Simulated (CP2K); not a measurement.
Two runs for the S L₂,₃ edge of dimethyl sulfone. Run A: CP2K XAS_TDP, all-electron GAPW, PBEh(45%), aug-cc-pVDZ, TDA, ZORA, spin–orbit coupling. Run B differs in one setting.

First lines with a strength over 0.0003. A:

```csv
atom,energy (eV),states,"strength, one atom"
S2 (bonded to 2 C and 2 O),169.61,1,0.0015
,169.63,1,0.0012
,169.74,1,0.0011
,169.87,2,0.0003
,170.12,2,0.0003
```

B:

```csv
atom,energy (eV),states,"strength, one atom"
S2 (bonded to 2 C and 2 O),172.62,1,0.0014
,172.65,1,0.0012
,172.76,1,0.0011
,172.87,2,0.0003
,173.14,2,0.0003
```

Q: Which was it: the functional, the basis, GW2X switched on?

GW2X switched on. GW2X shifts the lines nearly together; each 2p level gets its own shift. The lowest line over the strength cut lies at 172.62 eV, against 169.61 eV (PBEh(45%), aug-cc-pVDZ).

[Banner, clock and machine lines of the logs are left out without a mark of their own.]

[Logs are printed without paths, hosts, clocks, repeated set-up lines and the standing remarks that a program may print on its own settings, such as how far it seeks lower states.]

[Hosts, paths, dates, database ids (printed as entryN), source tags and the programs' standing remarks are cut or masked in the printed files.]
